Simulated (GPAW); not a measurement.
# Geometry or basis: what sets the conductance of a Ag chain with one C atom in line, part 2 of 3

How well does a Ag chain with one C atom in line conduct once its atoms have relaxed, and how much do cheaper levels lose?

GPAW 26.7.0; GPAW LCAO, PAW setups; relaxation of the junction within the symmetry of its start, lead ends held (the session's first sound run).

So far, transmission at the Fermi level (one spin): step 3 (GPAW, dzp) 0.704. Also open channels of the lead at the Fermi level (one spin): step 3 1.

## (4) GPAW, szp: basis = "szp(dzp)"

Level of this step: GPAW LCAO, PAW setups; Landauer transmission from Green's functions with principal layers (ASE), zero bias (GPAW).

The second zeta is dropped, the polarisation orbitals stay.

The input, run.py:

```python
import json
import numpy as np
from ase import Atoms
from ase.transport.calculators import TransportCalculator
from gpaw import GPAW, FermiDirac
from gpaw.lcao.tools import get_lcao_hamiltonian
from scipy.linalg import eigh

# The junction with lead layers at both ends, along the third cell vector
device = Atoms(
    ['Ag', 'Ag', 'Ag', 'Ag', 'Ag', 'Ag', 'Ag', 'C', 'Ag', 'Ag', 'Ag', 'Ag', 'Ag', 'Ag', 'Ag'],
    positions=[
        [4.50000, 4.50000, 1.33000],
        [4.50000, 4.50000, 3.99000],
        [4.50000, 4.50000, 6.65000],
        [4.50000, 4.50000, 9.31000],
        [4.50000, 4.50000, 11.97000],
        [4.50000, 4.50000, 14.63000],
        [4.50000, 4.50000, 17.24272],
        [4.50000, 4.50000, 19.20420],
        [4.50000, 4.50000, 21.16568],
        [4.50000, 4.50000, 23.77840],
        [4.50000, 4.50000, 26.43840],
        [4.50000, 4.50000, 29.09840],
        [4.50000, 4.50000, 31.75840],
        [4.50000, 4.50000, 34.41840],
        [4.50000, 4.50000, 37.07840]],
    cell=[[9.0, 0.0, 0.0], [0.0, 9.0, 0.0], [0.0, 0.0, 38.4084]],
    pbc=True)

# One principal layer of the lead: the first 4 atoms of the device
lead = Atoms(
    ['Ag', 'Ag', 'Ag', 'Ag'],
    positions=[
        [4.50000, 4.50000, 1.33000],
        [4.50000, 4.50000, 3.99000],
        [4.50000, 4.50000, 6.65000],
        [4.50000, 4.50000, 9.31000]],
    cell=[[9.0, 0.0, 0.0], [0.0, 9.0, 0.0], [0.0, 0.0, 10.64]],
    pbc=True)

settings = dict(mode='lcao', basis='szp(dzp)', xc='PBE', h=0.2,
                occupations=FermiDirac(0.1), maxiter=250,
                mixer=dict(beta=0.1, nmaxold=8, weight=100.0),
                convergence=dict(density=0.0001))
energies = np.arange(-2, 2 + 1e-9, 0.025)
eta = 0.0001
n1, n2 = 1, 1
# k and -k transmit alike, so half of the mesh across the current serves
mesh = [(i, j) for i in range(n1) for j in range(n2) if (i, j) <= (-i % n1, -j % n2)]
weights = np.array([1 if (i, j) == (-i % n1, -j % n2) else 2 for i, j in mesh]) / (n1 * n2)


def ground_state(atoms, size, txt):
    atoms.calc = GPAW(kpts={'size': size, 'gamma': True}, symmetry={'tolerance': 1e-3}, txt=txt, **settings)
    atoms.get_potential_energy()
    return atoms.calc.get_fermi_level()


def blocks(atoms, fermi, points, nz, cells):
    """H - E_F S and S between cell 0 and the cells above it, at each point across the current."""
    kz = np.arange(nz) / nz
    calc = atoms.calc.fixed_density(kpts=[(*k, z) for k in points for z in kz], symmetry='off', txt=None)
    H, S = get_lcao_hamiltonian(calc)
    H = (H - fermi * S).reshape(len(H), len(points), nz, *S.shape[1:])
    S = S.reshape(H.shape[1:])
    phases = [np.exp(-2j * np.pi * kz * R) / nz for R in cells]
    return [(np.einsum('skzij,z->ksij', H, p), np.einsum('kzij,z->kij', S, p)) for p in phases]


def pair(a, b):
    return np.block([[a, b], [b.T.conj(), a]])


def count_channels(h, s, cells, nk=240):
    """Half the number of times that the lead's bands cross each energy, unfolded to its shortest repeat."""
    b = len(h) // cells
    bands = []
    for k in (np.arange(nk + 1) + 0.5) / nk:
        hk, sk = h[:b, :b].copy(), s[:b, :b].copy()
        for R in range(1, cells):
            phase, block = np.exp(2j * np.pi * k * R), slice(R * b, (R + 1) * b)
            hk += h[:b, block] * phase + (h[:b, block] * phase).T.conj()
            sk += s[:b, block] * phase + (s[:b, block] * phase).T.conj()
        w, u = eigh(sk)
        x = u[:, w > 1e-5] / w[w > 1e-5]**0.5  # drop near-dependent combinations
        bands.append(np.r_[eigh(x.T.conj() @ hk @ x, eigvals_only=True), [1e9] * (w <= 1e-5).sum()])
    below = np.array(bands)[:, :, None] < energies
    return (below[1:] != below[:-1]).sum((0, 1)) / 2


fermi_lead = ground_state(lead, (1, 1, 11), 'lead.txt')
fermi_device = ground_state(device, (1, 1, 2), 'device.txt')
T, channels, eigen, tail, misfit, shifts = [], [], [], 0.0, 0.0, []
for first in range(0, len(mesh), 493):
    points = [(i / n1, j / n2) for i, j in mesh[first:first + 493]]
    (H0k, S0k), (H1k, S1k), (H2k, _) = blocks(lead, fermi_lead, points, 5, range(3))
    [(Hk, Sk)] = blocks(device, fermi_device, points, 2, [0])
    tail = max(tail, abs(H2k).max())
    for H0, S0, H1, S1, H, S in zip(H0k, S0k, H1k, S1k, Hk, Sk):
        n = len(S0)
        # Shift the lead onto the potential of the device's first layer
        shift = ((H[:, 0, 0] - H0[:, 0, 0]) / S0[0, 0]).real.mean()
        shifts.append(shift)
        misfit = max(misfit, abs(H[:, :n, :n] - H0 - shift * S0).max())
        Tk, Ck, Ek = [], [], []
        for s in range(len(H)):
            t = s % len(H0)  # a lead without moments serves both spins
            h1, s1 = pair(H0[t] + shift * S0, H1[t] + shift * S1), pair(S0, S1)
            leads = dict(h1=h1, s1=s1, energies=energies, eta=eta, eta1=eta, eta2=eta)
            calc = TransportCalculator(h=H[s], s=S, eigenchannels=3, **leads)
            Tk.append(calc.get_transmission())
            Ek.append(np.sort(calc.eigenchannels_ne, axis=0)[::-1])
            Ck.append(count_channels(h1, s1, 8))
        T.append(Tk)
        channels.append(Ck)
        eigen.append(Ek)
T, channels = np.array(T), np.array(channels)
mean, open_channels = np.einsum('kse,k->se', T, weights), np.einsum('kse,k->se', channels, weights)

print(f'basis functions: device {len(S)}, principal layer {n}')
print(f'Fermi level: lead {fermi_lead:.4f} eV, device {fermi_device:.4f} eV; lead shifted by {np.mean(shifts):.4f} eV')
print(f'largest coupling past the next layer {tail:.2e} eV, largest misfit of the first layer {misfit:.3f} eV')
print('  E-E_F (eV)   ' + 'T (one spin)  channels')
for e, t, c in zip(energies, mean.T, open_channels.T):
    print(f'{e:10.3f}  ', *[f'{x:11.4e}' for x in t], *[f'{x:9.4f}' for x in c])

kT = 8.617333e-5 * 300
fine = np.linspace(energies[0], energies[-1], 4001)
both = np.exp(np.interp(fine, energies, np.log(np.maximum(mean.sum(0) * 2 / len(mean), 1e-30))))
fermi = lambda mu: 1 / (1 + np.exp(np.clip((fine - mu) / kT, -200, 200)))
slope = fermi(0) * (1 - fermi(0)) / kT
G = np.trapezoid(both * slope, fine) / 2
seebeck = -np.trapezoid(both * slope * fine, fine) / (2 * G * 300) * 1e6
print(f'conductance at 300 K: {G:.5g} G0 a cell; thermopower {seebeck:.4g} uV/K')
bias = [0.1, 0.2, 0.5, 1.0, 1.5, 2.0]
current = [38.74 * np.trapezoid(both * (fermi(V / 2) - fermi(-V / 2)), fine) for V in bias]
for V, I in zip(bias, current):
    print(f'current from the zero-bias T(E) at {V} V: {I:.5g} uA')
zero = abs(energies).argmin()
json.dump(dict(energies=energies.tolist(), T=mean.tolist(), channels=open_channels.tolist(), G=G, seebeck=seebeck,
               bias=bias, current=current, tail=tail, misfit=misfit, shift=np.mean(shifts), n_device=len(S), n_lead=n,
               fermi=[fermi_lead, fermi_device], energy=device.get_potential_energy(),
               moments=device.get_magnetic_moments().tolist(), mesh=mesh, weights=weights.tolist(),
               T_k=T[:, :, zero].tolist(), eigen=np.array(eigen[0]).tolist()), open('result.json', 'w'))
```

On the command line:

```sh
> OMP_NUM_THREADS=1 OPENBLAS_NUM_THREADS=1 python run.py
```

Output:

```text
basis functions: device 219, principal layer 60
Fermi level: lead -3.7331 eV, device -3.7428 eV; lead shifted by -0.0010 eV
largest coupling past the next layer 3.56e-05 eV, largest misfit of the first layer 0.111 eV
  E-E_F (eV)   T (one spin)  channels
    -2.000    2.3372e-02    3.0000
    -1.975    1.9930e-02    3.0000
    -1.950    1.6787e-02    3.0000
    -1.925    1.3959e-02    3.0000
    -1.900    1.1457e-02    3.0000
    -1.875    9.2767e-03    3.0000
    -1.850    7.3966e-03    3.0000
    -1.825    5.7730e-03    3.0000
    -1.800    4.3267e-03    3.0000
    -1.775    2.8885e-03    3.0000
    -1.750    1.0445e-03    1.0000
    -1.725    7.6669e-04    1.0000
    -1.700    5.5025e-04    1.0000
    -1.675    3.8360e-04    1.0000
    -1.650    2.5522e-04    1.0000
    -1.625    1.5315e-04    1.0000
[...]
1.825    2.7426e-01    1.0000
     1.850    2.7209e-01    1.0000
     1.875    2.6994e-01    1.0000
     1.900    2.6778e-01    1.0000
     1.925    2.6564e-01    1.0000
     1.950    2.6350e-01    1.0000
     1.975    2.6137e-01    1.0000
     2.000    2.5925e-01    1.0000
conductance at 300 K: 0.68459 G0 a cell; thermopower 3.883 uV/K
current from the zero-bias T(E) at 0.1 V: 5.3003 uA
current from the zero-bias T(E) at 0.2 V: 10.577 uA
current from the zero-bias T(E) at 0.5 V: 26.056 uA
current from the zero-bias T(E) at 1.0 V: 50.023 uA
current from the zero-bias T(E) at 1.5 V: 72.404 uA
current from the zero-bias T(E) at 2.0 V: 93.433 uA
```

Run time: 60 s. Hardware: 1 thread of Arm Neoverse V2, shared host; peak memory 1.3 GiB.

This step gave:

| Property | Result |
| --- | --- |
| conductance | 0.6846 G₀ |
| thermopower | 3.883 μV/K |
| largest misfit of the first principal layer | 0.1109 eV |
| shift that aligns the lead | -9.86e-4 eV |
| basis functions of the junction | 219 |
| basis functions of a principal layer | 60 |
| transmission at the Fermi level (one spin) | 0.6860 |

One spin. The transmission, zone mean by energy, zero at the Fermi level:

| energy (eV) | transmission, zone mean |
| --- | --- |
| -2.000 | 0.0234 |
| -1.900 | 0.0115 |
| -1.800 | 0.00433 |
| -1.700 | 5.5e-4 |
| -1.600 | 6.2e-5 |
| -1.500 | 1.1e-8 |
| -1.400 | 1.2e-8 |
| -1.300 | 1.2e-8 |
| -1.200 | 1.2e-8 |
| -1.100 | 6.7e-9 |
| -1.000 | 0.648 |
| -0.900 | 0.737 |
| -0.800 | 0.750 |
| -0.700 | 0.740 |
| -0.600 | 0.723 |
| -0.500 | 0.715 |
| -0.400 | 0.720 |
| -0.300 | 0.729 |
| -0.200 | 0.730 |
| -0.100 | 0.716 |
| 0.000 | 0.686 |
| 0.100 | 0.644 |
| 0.200 | 0.595 |
| 0.300 | 0.546 |
| 0.400 | 0.502 |
| 0.500 | 0.463 |
| 0.600 | 0.431 |
| 0.700 | 0.406 |
| 0.800 | 0.385 |
| 0.900 | 0.368 |
| 1.000 | 0.354 |
| 1.100 | 0.342 |
| 1.200 | 0.331 |
| 1.300 | 0.321 |
| 1.400 | 0.312 |
| 1.500 | 0.303 |
| 1.600 | 0.294 |
| 1.700 | 0.285 |
| 1.800 | 0.276 |
| 1.900 | 0.268 |
| 2.000 | 0.259 |

Crossings of the lead's bands, unfolded to its shortest repeat. Table of open channels, zone mean by energy, zero at the Fermi level:

energy (eV), open channels, zone mean and a bar:
```
   -2.000       3.00 ##############################
   -1.900       3.00 ##############################
   -1.800       3.00 ##############################
   -1.700       1.00 ##########
   -1.600       1.00 ##########
   -1.500       0.00 
   -1.400       0.00 
   -1.300       0.00 
   -1.200       0.00 
   -1.100       0.00 
   -1.000       1.00 ##########
   -0.900       1.00 ##########
   -0.800       1.00 ##########
   -0.700       1.00 ##########
   -0.600       1.00 ##########
   -0.500       1.00 ##########
   -0.400       1.00 ##########
   -0.300       1.00 ##########
   -0.200       1.00 ##########
   -0.100       1.00 ##########
    0.000       1.00 ##########
    0.100       1.00 ##########
    0.200       1.00 ##########
    0.300       1.00 ##########
    0.400       1.00 ##########
    0.500       1.00 ##########
    0.600       1.00 ##########
    0.700       1.00 ##########
    0.800       1.00 ##########
    0.900       1.00 ##########
    1.000       1.00 ##########
    1.100       1.00 ##########
    1.200       1.00 ##########
    1.300       1.00 ##########
    1.400       1.00 ##########
    1.500       1.00 ##########
    1.600       1.00 ##########
    1.700       1.00 ##########
    1.800       1.00 ##########
    1.900       1.00 ##########
    2.000       1.00 ##########
```

Not self-consistent under bias; the bias window is split evenly. Table of current through one cell, from the zero-bias transmission by bias:

| bias (V) | current through one cell, from the zero-bias transmission (μA) |
| --- | --- |
| 0.100 | 5.30 |
| 0.200 | 10.6 |
| 0.500 | 26.1 |
| 1.000 | 50.0 |
| 1.500 | 72.4 |
| 2.000 | 93.4 |

Transmission of the three most open eigenchannels against energy, zero at the Fermi level:

| energy (eV) | channel 1 | channel 2 | channel 3 |
| --- | --- | --- | --- |
| -2.000 | 0.00935 | 0.00701 | 0.00701 |
| -1.800 | 0.00183 | 0.00125 | 0.00125 |
| -1.600 | 6.2e-5 | 8.1e-9 | 0 |
| -1.400 | 1.2e-8 | 0 | 0 |
| -1.200 | 1.2e-8 | 0 | 0 |
| -1.000 | 0.648 | 5.7e-9 | 0 |
| -0.800 | 0.750 | 1.0e-8 | 0 |
| -0.600 | 0.723 | 1.1e-8 | 0 |
| -0.400 | 0.720 | 1.1e-8 | 0 |
| -0.200 | 0.730 | 1.1e-8 | 0 |
| 0.000 | 0.686 | 1.2e-8 | 0 |
| 0.200 | 0.595 | 1.2e-8 | 0 |
| 0.400 | 0.502 | 1.2e-8 | 0 |
| 0.600 | 0.431 | 1.2e-8 | 0 |
| 0.800 | 0.385 | 1.2e-8 | 0 |
| 1.000 | 0.354 | 1.2e-8 | 0 |
| 1.200 | 0.331 | 1.2e-8 | 0 |
| 1.400 | 0.312 | 1.2e-8 | 0 |
| 1.600 | 0.294 | 1.2e-8 | 0 |
| 1.800 | 0.276 | 1.2e-8 | 0 |
| 2.000 | 0.259 | 1.2e-8 | 0 |

The conductance, 0.685 G₀, lies 2.6 % below that of the dzp run.

## (5) GPAW, sz: basis = "sz(dzp)"

The minimal basis is the cheapest rung: no second zeta and no polarisation.

run.py, as its differences from that of step 4:

```diff
@@ -41,3 +41,3 @@
 
-settings = dict(mode='lcao', basis='szp(dzp)', xc='PBE', h=0.2,
+settings = dict(mode='lcao', basis='sz(dzp)', xc='PBE', h=0.2,
                 occupations=FermiDirac(0.1), maxiter=250,
```

Output:

```text
basis functions: device 172, principal layer 48
Fermi level: lead -3.7330 eV, device -3.7513 eV; lead shifted by -0.0028 eV
largest coupling past the next layer 3.59e-05 eV, largest misfit of the first layer 0.058 eV
  E-E_F (eV)   T (one spin)  channels
    -2.000    3.8555e-02    3.0000
    -1.975    3.4146e-02    3.0000
    -1.950    3.0207e-02    3.0000
[...]
1.975    2.7995e-01    1.0000
     2.000    2.7757e-01    1.0000
conductance at 300 K: 0.69375 G0 a cell; thermopower 3.881 uV/K
current from the zero-bias T(E) at 0.1 V: 5.3716 uA
current from the zero-bias T(E) at 0.2 V: 10.722 uA
current from the zero-bias T(E) at 0.5 V: 26.455 uA
current from the zero-bias T(E) at 1.0 V: 50.933 uA
current from the zero-bias T(E) at 1.5 V: 73.785 uA
current from the zero-bias T(E) at 2.0 V: 95.348 uA
```

The job ended after 44 s (1 thread; peak memory 1.3 GiB).

This step gave:

```yaml
conductance: 0.6937 G₀
thermopower: 3.881 μV/K
largest_coupling_past_the_next_principal_layer: 3.59e-5 eV
largest_misfit_of_the_first_principal_layer: 0.05797 eV
shift_that_aligns_the_lead: -0.002798 eV
basis_functions_of_the_junction: 172
basis_functions_of_a_principal_layer: 48
transmission_at_the_fermi_level_one_spin: 0.6951
```

The conductance, 0.694 G₀, lies 1.3 % below that of the dzp run.

## (6) revPBE in the dzp basis: xc = "revPBE"

Back in the dzp basis, the functional changes from PBE to revPBE, to set the spread between functionals beside that between bases.

run.py, as its differences from that of step 5:

```diff
@@ -41,3 +41,3 @@
 
-settings = dict(mode='lcao', basis='sz(dzp)', xc='PBE', h=0.2,
+settings = dict(mode='lcao', basis='dzp', xc='revPBE', h=0.2,
                 occupations=FermiDirac(0.1), maxiter=250,
```

Output:

```text
basis functions: device 391, principal layer 108
Fermi level: lead -3.6275 eV, device -3.6137 eV; lead shifted by -0.0017 eV
largest coupling past the next layer 3.58e-05 eV, largest misfit of the first layer 0.086 eV
  E-E_F (eV)   T (one spin)  [channel counts left out]
    -2.000    2.4304e-02
    -1.975    1.9849e-02
    -1.950    1.5948e-02
[...]
1.975    2.7090e-01
     2.000    2.6894e-01
conductance at 300 K: 0.69531 G0 a cell; thermopower 3.995 uV/K
current from the zero-bias T(E) at 0.1 V: 5.384 uA
current from the zero-bias T(E) at 0.2 V: 10.749 uA
current from the zero-bias T(E) at 0.5 V: 26.56 uA
current from the zero-bias T(E) at 1.0 V: 51.476 uA
current from the zero-bias T(E) at 1.5 V: 75.348 uA
current from the zero-bias T(E) at 2.0 V: 98.943 uA
```

Run time: 1.7 min. Hardware: 1 thread; peak memory 1.4 GiB.

Numbers from this step:

```yaml
conductance: 0.6953 G₀
thermopower: 3.995 μV/K
largest_coupling_past_the_next_principal_layer: 3.58e-5 eV
largest_misfit_of_the_first_principal_layer: 0.08559 eV
shift_that_aligns_the_lead: -0.001687 eV
basis_functions_of_the_junction: 391
basis_functions_of_a_principal_layer: 108
transmission_at_the_fermi_level_one_spin: 0.6966
```

One spin. Table of transmission, zone mean by energy, zero at the Fermi level:

energy (eV), transmission, zone mean and a bar:
```
   -2.000      0.024 #
   -1.800      0.002 
   -1.600      0.000 
   -1.400      0.000 
   -1.200      0.000 
   -1.000      0.836 #############################
   -0.925      0.852 ##############################
   -0.800      0.840 ##############################
   -0.600      0.785 ############################
   -0.400      0.761 ###########################
   -0.200      0.749 ##########################
    0.000      0.697 #########################
    0.200      0.606 #####################
    0.400      0.513 ##################
    0.600      0.443 ################
    0.800      0.396 ##############
    1.000      0.364 #############
    1.200      0.340 ############
    1.400      0.320 ###########
    1.600      0.302 ###########
    1.800      0.285 ##########
    2.000      0.269 #########
```

The conductance, 0.695 G₀, lies 1.1 % below that of the dzp run.

## (7) Without the relaxation: geometry = "as built"

The dzp basis with PBE on the structure as first built shows what the relaxation was worth.

run.py, as its differences from that of step 6:

```diff
@@ -18,5 +18,5 @@
         [4.50000, 4.50000, 14.63000],
-        [4.50000, 4.50000, 17.24272],
+        [4.50000, 4.50000, 17.29000],
         [4.50000, 4.50000, 19.20420],
-        [4.50000, 4.50000, 21.16568],
+        [4.50000, 4.50000, 21.11840],
         [4.50000, 4.50000, 23.77840],
@@ -41,3 +41,3 @@
 
-settings = dict(mode='lcao', basis='dzp', xc='revPBE', h=0.2,
+settings = dict(mode='lcao', basis='dzp', xc='PBE', h=0.2,
                 occupations=FermiDirac(0.1), maxiter=250,
```

Output:

```text
basis functions: device 391, principal layer 108
Fermi level: lead -3.7843 eV, device -3.7585 eV; lead shifted by -0.0016 eV
largest coupling past the next layer 3.56e-05 eV, largest misfit of the first layer 0.079 eV
  E-E_F (eV)   T (one spin)  channels
    -2.000    1.8426e-02    3.0000
    -1.975    1.5483e-02    3.0000
    -1.950    1.2837e-02    3.0000
[...]
1.975    2.8066e-01    1.0000
     2.000    2.7831e-01    1.0000
conductance at 300 K: 0.72675 G0 a cell; thermopower 3.524 uV/K
current from the zero-bias T(E) at 0.1 V: 5.6273 uA
current from the zero-bias T(E) at 0.2 V: 11.234 uA
current from the zero-bias T(E) at 0.5 V: 27.744 uA
current from the zero-bias T(E) at 1.0 V: 53.652 uA
current from the zero-bias T(E) at 1.5 V: 78.15 uA
current from the zero-bias T(E) at 2.0 V: 101.82 uA
```

Run time: 1.7 min. Hardware: 1 thread; peak memory 1.4 GiB.

Numbers from this step:

```yaml
conductance: 0.7267 G₀
thermopower: 3.524 μV/K
largest_coupling_past_the_next_principal_layer: 3.56e-5 eV
largest_misfit_of_the_first_principal_layer: 0.07853 eV
shift_that_aligns_the_lead: -0.001647 eV
transmission_at_the_fermi_level_one_spin: 0.7281
```

The conductance, 0.727 G₀, lies 3.4 % above that of the dzp run.

## (8) The ladder

Times are for 1 thread of Arm Neoverse V2, shared host. The runs compared:

| no. | run | conductance (G₀) | time | memory (GiB) |
| --- | --- | --- | --- | --- |
| 1 | dzp | 0.7029 | 1.8 min | 1.4 |
| 2 | szp | 0.6846 | 60 s | 1.3 |
| 3 | sz | 0.6937 | 44 s | 1.3 |
| 4 | dzp revPBE | 0.6953 | 1.7 min | 1.4 |
| 5 | asbuilt | 0.7267 | 1.7 min | 1.4 |

## (9) Comparison

The curves are compared point by point over the common energies.

This step: comparison of transmission and cost over codes, levels and geometry (GPAW 26.7.0).

Ladder, by row:

| step | code | T at the Fermi level (sum over the listed spins) | conductance (G0) | r.m.s. T(E) from the first | wall time (s) | peak memory (GiB) | threads |
| --- | --- | --- | --- | --- | --- | --- | --- |
| dzp | GPAW | 0.7042 | 0.7029 | 0 | 105.7 | 1.4 | 1 |
| szp | GPAW | 0.686 | 0.6846 | 0.05538 | 60.39 | 1.34 | 1 |
| sz | GPAW | 0.6951 | 0.6937 | 0.06069 | 44.27 | 1.3 | 1 |
| dzp-revPBE | GPAW | 0.6966 | 0.6953 | 0.04506 | 102.4 | 1.4 | 1 |
| asbuilt | GPAW | 0.7281 | 0.7267 | 0.02281 | 102.7 | 1.4 | 1 |

The transmission, zone mean, sum over the listed spins by energy, zero at the Fermi level:

| energy (eV) | dzp | szp | sz | dzp-revPBE | asbuilt |
| --- | --- | --- | --- | --- | --- |
| -2.0000 | 0.0341 | 0.0234 | 0.0386 | 0.0243 | 0.0184 |
| -1.7500 | 0.00215 | 0.00104 | 0.00912 | 0.00117 | 6.5e-4 |
| -1.5000 | 1.8e-8 | 1.1e-8 | 1.0e-5 | 1.8e-8 | 1.9e-8 |
| -1.2500 | 1.8e-8 | 1.2e-8 | 1.9e-12 | 1.8e-8 | 2.0e-8 |
| -1.0000 | 0.860 | 0.648 | 0.651 | 0.836 | 0.811 |
| -0.9500 | 0.867 | 0.717 | 0.735 | 0.851 | 0.828 |
| -0.9250 | 0.865 | 0.729 | 0.746 | 0.852 | 0.830 |
| -0.8250 | 0.852 | 0.749 | 0.757 | 0.844 | 0.829 |
| -0.8000 | 0.847 | 0.750 | 0.757 | 0.840 | 0.827 |
| -0.7500 | 0.834 | 0.747 | 0.752 | 0.828 | 0.819 |
| -0.5000 | 0.771 | 0.715 | 0.725 | 0.767 | 0.777 |
| -0.2500 | 0.761 | 0.731 | 0.744 | 0.755 | 0.777 |
| 0.0000 | 0.704 | 0.686 | 0.695 | 0.697 | 0.728 |
| 0.2500 | 0.587 | 0.570 | 0.582 | 0.581 | 0.617 |
| 0.5000 | 0.477 | 0.463 | 0.479 | 0.475 | 0.508 |
| 0.7500 | 0.406 | 0.395 | 0.414 | 0.406 | 0.435 |
| 1.0000 | 0.362 | 0.354 | 0.375 | 0.364 | 0.389 |
| 1.2500 | 0.333 | 0.326 | 0.348 | 0.335 | 0.356 |
| 1.5000 | 0.308 | 0.303 | 0.325 | 0.311 | 0.328 |
| 1.7500 | 0.285 | 0.281 | 0.301 | 0.289 | 0.302 |
| 2.0000 | 0.264 | 0.259 | 0.278 | 0.269 | 0.278 |

(Part 2 of 3 ends here.)

[Logs are printed without paths, hosts, clocks, repeated set-up lines and the standing remarks that a program may print on its own settings, such as how far it seeks lower states.]

[Hosts, paths, dates, database ids (printed as entryN), source tags and the programs' standing remarks are cut or masked in the printed files.]
